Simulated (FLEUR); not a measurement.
Computed results, one entry a study.

```json
{"subject": "MnAu: parallel and opposed starts", "lattice_ang": [[3.1887, 0.0, 0.0], [0.0, 3.1887, 0.0], [0.0, 0.0, 6.6197]], "atoms": [["Mn", 0.5, 0.5, 0.25], ["Mn", 0.5, 0.5, 0.75], ["Au", 0.0, 0.0, 0.0], ["Au", 0.0, 0.0, 0.5]], "method": "LDA (VWN); all-electron FLAPW, Dirac cores, scalar-relativistic bands (and 1 further level or step)", "program": "FLEUR MaX-R8.1", "settings_of_one_run": "kmax 3.6 1/bohr, gmax 10.8 1/bohr, muffin tin radii Mn: 2.58, Au: 2.58 bohr, lmax Mn: [10, 8], Au: [10, 8], hist occupations, smearing width 0.05 eV, mixer Anderson, mixing 0.05, max iterations 90, stop 2.00e-5 me/bohr³, collinear spin, 8×8×4 k-mesh, mesh matched on, starting moments 3.5 -3.5 0 0 μB", "cost": "6 runs, 16 min in all on 2 MPI ranks of Arm Neoverse V1, shared host (the runs of this entry)", "notes": "Only 5 starts were tried; other patterns of signs, canted and longer-period orders were not.", "results": {"lowest_state_found": "antiferromagnetic (initial antiferro q=(0,0,1/2) +-)", "largest_site_spin_moment": "3.94 μB", "next_finished_state": "ferromagnetic, 87.5 meV a seeded atom higher", "energy_gained_by_spin_polarisation": "1441 meV a seeded atom", "orbital_moment_on_the_atom_of_largest_spin_along_its_spin_spin_orbit_run": "0.00701 μB"}}
```

[Logs and program files are shortened in this print: banners, set-up blocks, solver, clock and traceback lines can be left out without a mark of their own.]

[Logs are printed without paths, hosts, clocks, repeated set-up lines and the standing remarks that a program may print on its own settings, such as how far it seeks lower states.]

[Hosts, paths, dates, database ids (printed as entryN), source tags and the programs' standing remarks are cut or masked in the printed files.]

[Where a cell is said to come from a database of computed structures, the database is the Materials Project.]
